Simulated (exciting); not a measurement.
# S K-edge absorption of MgS (Niningerite), all-electron BSE, part 2 of 2

Wanted: the near-edge spectrum and the bound core excitons at the S K edge of MgS (Niningerite).

exciting sodium; X-ray absorption, core-level Bethe-Salpeter equation, exchange and statically screened direct term, Tamm-Dancoff, all-electron LAPW+lo LDA.

So far. Step 6 (Exchange alone): Maxima (height): 6.4 eV (0.75), 9.5 eV (0.50), 13.7 eV (0.37) and 16.3 eV (0.48). The spectrum is that of the independent-particle run within 1 %. Step 8 (Local-field cutoff): Wall time by task: xsgeneigvec 2.6 s, screen 31 s, scrcoulint 2.7 min, exccoulint 98 s, bse 39 s.

## 8. Local-field cutoff (continued)

These settings are cheaper. Against the singlet run the r.m.s. difference is 8 %. The highest maximum lies at 1.7 eV (0.90), against 1.7 eV (1.00). The kernels miss the short-range part of the Coulomb interaction, its components above their cutoff.

```csv
E (eV),first run,this run
-3.0,0.03,0.02
-2.0,0.04,0.04
-1.0,0.08,0.07
0.0,0.22,0.20
1.0,0.70,0.62
2.0,0.91,0.84
3.0,0.89,0.82
4.0,0.79,0.74
5.0,0.74,0.72
6.0,0.50,0.51
7.0,0.34,0.35
8.0,0.34,0.33
9.0,0.38,0.39
10.0,0.27,0.28
11.0,0.25,0.26
12.0,0.28,0.29
13.0,0.29,0.30
14.0,0.30,0.32
15.0,0.33,0.35
16.0,0.30,0.34
17.0,0.25,0.29
18.0,0.20,0.24
```

## 9. Shipped basis

Changed against the first singlet run: added local orbitals (Ha) from 0.9 to none.

Contents of input.xml:

```
<input>
  <title>MgS</title>
  <structure speciespath="." autormt="false" epslat="1.0e-5">
    <crystal>
      <basevect>0.0000000000 4.9164059712 4.9164059712</basevect>
      <basevect>4.9164059712 0.0000000000 4.9164059712</basevect>
      <basevect>4.9164059712 4.9164059712 0.0000000000</basevect>
    </crystal>
    <species speciesfile="S.xml" rmt="2.300">
      <atom coord="0.5000000000 0.5000000000 0.5000000000"/>
    </species>
    <species speciesfile="Mg.xml" rmt="2.300">
      <atom coord="0.0000000000 0.0000000000 0.0000000000"/>
    </species>
  </structure>
  <groundstate do="skip" xctype="LDA_PW" ngridk="5 5 5" rgkmax="7" gmaxvr="14" nempty="8" swidth="0.001" maxscl="100" epsengy="1e-5"/>
  <xs xstype="BSE" ngridk="5 5 5" ngridq="5 5 5" vkloff="0.097 0.273 0.493" rgkmax="7" nempty="19" gqmax="3" lmaxapwwf="5" lmaxemat="2" broad="0.01654" tevout="true">
    <energywindow intv="87.456 89.073" points="439"/>
    <screening screentype="full" nempty="35"/>
    <BSE xas="true" xasspecies="1" xasatom="1" xasedge="K" bsetype="singlet" nstlxas="1 15"/>
    <qpointset>
      <qpoint>0 0 0</qpoint>
    </qpointset>
    <plan>
      <doonly task="xsgeneigvec"/>
      <doonly task="writepmatxs"/>
      <doonly task="scrgeneigvec"/>
      <doonly task="scrwritepmat"/>
      <doonly task="screen"/>
      <doonly task="scrcoulint"/>
      <doonly task="exccoulint"/>
    </plan>
  </xs>
</input>
```

Contents of input.xml for the last start (plan only):

```
  <plan>
    <doonly task="bse"/>
  </plan>
```

Started as:

```bash
$ OMP_NUM_THREADS=1 mpirun -n 2 exciting
$ OMP_NUM_THREADS=2 exciting
```

Numbers of over 12 decimals in the logs are rounded to 6 here.

Output:

```text
| EXCITING SODIUM started for task xsgeneigvec ( 301)                          =
One-shot GS runs for BSE calculations
One-shot GS runs for k+qmt/2 grids
Info(xsgeneigvec): Generating eigenvectors for Q-point      1
Info(xsgeneigvec): Generation of eigenvectors finished
| EXCITING SODIUM started for task writepmatxs ( 320)                          =
Info(writepmatxs): Momentum matrix elements finished
| EXCITING SODIUM started for task scrgeneigvec ( 401)                         =
One-shot GS runs for BSE calculations
One-shot GS runs for k+qmt/2 grids
[...]
Info(setup_bse_block): Setting up RR part of hamiltonian
Info(setup_bse_block): Singlet spin state
Info(bse): Diagonalizing RR Hamiltonian (TDA)
Info(bse): Invoking Lapack routine ZHEEVR
      3750 eigen solutions found in the interval:
         i1=       1 i2=    3750
Info(bse): Writing excition energies and oscillator strengths to text file.
Info(makespectrum_dist): Making spectrum using formula for coupling with time reversed AR basis.
Info(makespectrum_dist): Using formalism for vanishing momentum transfer.
Info(writederived): Writing quantities derived from the macroscopic dielectric function.
Info(bselauncher): Spectrum finished for iqmt=  1
Info(bselauncher): All done for BSE type singlet
```

Wall time 14 min (2 MPI ranks of Arm Neoverse V2, shared host).

Wall time by task: xsgeneigvec 2.4 s, writepmatxs 7.2 s, scrgeneigvec 1.8 s, scrwritepmat 1.4 s, screen 55 s, scrcoulint 4.8 min, exccoulint 6.8 min, bse 51 s.

The spectrum differs from the singlet run by 7 % r.m.s. The first bright state moves from 0.08 to 0.15 eV. The lowest bare transition of this run lies at 0.08 eV, against 0.00. The linearised basis grows poor far above its energy parameter.

```csv
E (eV),first run,this run
-3.0,0.03,0.02
-2.0,0.04,0.04
-1.0,0.08,0.07
0.0,0.22,0.20
1.0,0.70,0.64
2.0,0.91,0.91
3.0,0.89,0.84
4.0,0.79,0.75
5.0,0.74,0.71
6.0,0.50,0.49
7.0,0.34,0.33
8.0,0.34,0.30
9.0,0.38,0.35
10.0,0.27,0.25
11.0,0.25,0.23
12.0,0.28,0.24
13.0,0.29,0.25
14.0,0.30,0.25
15.0,0.33,0.28
16.0,0.30,0.27
17.0,0.25,0.23
18.0,0.20,0.19
```

## 10. From independent particles to the full kernel

```csv
level,curve passes 0.15 (eV),highest maximum (eV),its height
IP,1.5,6.4,0.75
RPA,1.5,6.4,0.75
singlet,-0.3,1.7,1.00
```

```csv
E (eV),IP,RPA,singlet
-3.0,0.01,0.01,0.03
-2.0,0.02,0.02,0.04
-1.0,0.02,0.02,0.08
0.0,0.04,0.04,0.22
1.0,0.10,0.10,0.70
2.0,0.25,0.25,0.91
3.0,0.32,0.32,0.89
4.0,0.43,0.43,0.79
5.0,0.50,0.50,0.74
6.0,0.70,0.70,0.50
7.0,0.68,0.68,0.34
8.0,0.45,0.45,0.34
9.0,0.44,0.44,0.38
10.0,0.45,0.45,0.27
11.0,0.37,0.37,0.25
12.0,0.32,0.32,0.28
13.0,0.33,0.33,0.29
14.0,0.36,0.36,0.30
15.0,0.37,0.37,0.33
16.0,0.46,0.46,0.30
17.0,0.46,0.46,0.25
18.0,0.42,0.42,0.20
```

## 11. Outcome

| Quantity | Value |
| --- | --- |
| absorber and edge | S K, atom 1 |
| surroundings | 6 Mg at 2.60 Å (octahedral, site symmetry m-3m) |
| first bright state | 0.08 eV from the Kohn–Sham onset, on this mesh |
| highest maximum | 1.7 eV |
| cost of the BSE run | 14 min on 2 MPI ranks of Arm Neoverse V2, shared host; the last task ran on as many threads |

**Reading.** Is a core exciton bound? Undecided on this mesh: the first bright state (over 5 % of the brightest) lies at 0.08 eV from the Kohn–Sham onset; weaker or dark states reach down to -0.44 eV. Changing the half width (eV) from 0.45 to 1.35 alters the spectrum by 21 % r.m.s. Changing the added local orbitals (Ha) from 0.9 to none alters the spectrum by 7 % r.m.s. Exchange alone changes the independent-particle spectrum by 0.1 % r.m.s. With 125 k points the binding energies are rough. Exchange and the short-range direct term aren't converged in the kernel cutoff. The zero comes from the shifted mesh, which comes near the band minimum without meeting it. The Kohn–Sham onset, 2391 eV, is no photon energy (tabulated edge of the element: 2472 eV): the scale needs a rigid shift. Bands and screening come from semilocal DFT, whose small gap overscreens. Vibrations and energy-dependent lifetimes are left out. The structure is a published determination, not relaxed.

[Banner, clock and machine lines of the logs are left out without a mark of their own.]

[Logs are printed without paths, hosts, clocks, repeated set-up lines and the standing remarks that a program may print on its own settings, such as how far it seeks lower states.]

[Hosts, paths, dates, database ids (printed as entryN), source tags and the programs' standing remarks are cut or masked in the printed files.]
